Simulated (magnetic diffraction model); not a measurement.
## Magnetic neutron pattern of FeAg₂Br₄

Space group Cmmm (no. 65), a = 5.2880 Å, b = 14.4730 Å, c = 4.4860 Å.

```
site  atom    x       y    z
  4j    Ag  1/2  0.1484  1/2
  4i    Br  1/2  0.3430    0
  2d    Br    0       0  1/2
  2b    Br  1/2       0    0
  2a    Fe    0       0    0
```

The compound is invented for this exercise: a known structure type with other elements, its cell scaled to their sizes and not relaxed.

Only Fe is taken to order (form factors of Fe2+); orders and moment sizes are assumed, and not adapted to the symmetry. Radiation: neutrons of λ = 2.52 Å, 3° to 85°; isotropic B of 0.61 Å² (Ag), 0.56 Å² (Br) and 0.66 Å² (Fe). Simulated constant-wavelength pattern: nuclear and magnetic terms add, the magnetic one as |2.695 fm × Σ f S⊥ exp(2πi Q·r) exp(−B s²)|², summed over all Q at one angle with the factor 1/(sin²θ cos θ). For collinear order S is the moment m, which repeats by lattice and centring translations R with the sign exp(−2πi k·R). Free-ion form factors, Sears's scattering lengths of 1992, no absorption; a label names one of the reflections at its angle. The strongest nuclear line in the range is 100, and lines under 0.2 are left out.

Assume the order k = (0 1 0), collinear moments along [111], 2.11 μB on Fe.

Q: Where does magnetic intensity appear, and how strong is it?

```tsv
2θ (°)	index	nuclear	magnetic
9.99	(0 1 0)	0.0	4.5
20.05	(0 2 0)	39.0	0.0
27.57	(1 0 0)	0.0	2.5
29.39	(1 1 0)	17.8	0.0
30.28	(0 3 0)	0.0	0.4
32.62	(0 0 1)	9.4	0.0
34.20	(0 1 1)	0.0	2.9
34.33	(1 2 0)	0.0	2.1
38.59	(0 2 1)	6.2	0.0
40.76	(0 4 0)	0.7	0.0
41.41	(1 3 0)	5.0	0.0
43.23	(1 0 1)	0.0	1.7
44.48	(1 1 1)	18.2	0.0
45.11	(0 3 1)	0.0	1.0
48.08	(1 2 1)	0.0	2.2
49.92	(1 4 0)	0.0	0.5
53.15	(0 4 1)	6.0	0.0
53.68	(1 3 1)	100.0	0.0
56.92	(2 0 0)	64.7	0.0
57.95	(2 1 0)	0.0	0.7
59.50	(1 5 0)	8.7	0.0
60.91	(1 4 1)	0.0	0.8
60.98	(2 2 0)	10.1	0.0
62.40	(0 5 1)	0.0	0.3
62.98	(0 6 0)	47.2	0.0
65.83	(2 3 0)	0.0	0.4
67.17	(2 0 1)	5.3	0.0
68.11	(2 1 1)	0.0	0.9
68.35	(0 0 2)	48.7	0.0
69.28	(0 1 2)	0.0	0.5
69.53	(1 5 1)	0.3	0.0
70.89	(2 2 1)	4.5	0.0
72.05	(0 2 2)	7.8	0.0
72.35	(2 4 0)	0.5	0.0
72.75	(0 6 1)	6.4	0.0
75.21	(1 0 2)	0.0	0.4
75.43	(2 3 1)	0.0	0.6
76.10	(1 1 2)	7.0	0.0
76.56	(0 3 2)	0.0	0.3
78.77	(1 2 2)	0.0	0.6
79.46	(1 6 1)	0.0	0.3
81.64	(2 4 1)	6.3	0.0
81.74	(1 7 0)	2.6	0.0
82.74	(0 4 2)	0.5	0.0
83.17	(1 3 2)	3.3	0.0
```

The strongest magnetic line in the range is (0 1 0) at 9.99° (4.5). On top of the Lorentz factor, which all lines share, magnetic lines fade with angle because f falls: for Fe2+ it is 0.90, 0.68, 0.45 and 0.15 at sin θ/λ = 0.1, 0.2, 0.3 and 0.5 Å⁻¹, while nuclear lengths stay constant. The order has no net moment.

[Logs are printed without paths, hosts, clocks, repeated set-up lines and the standing remarks that a program may print on its own settings, such as how far it seeks lower states.]
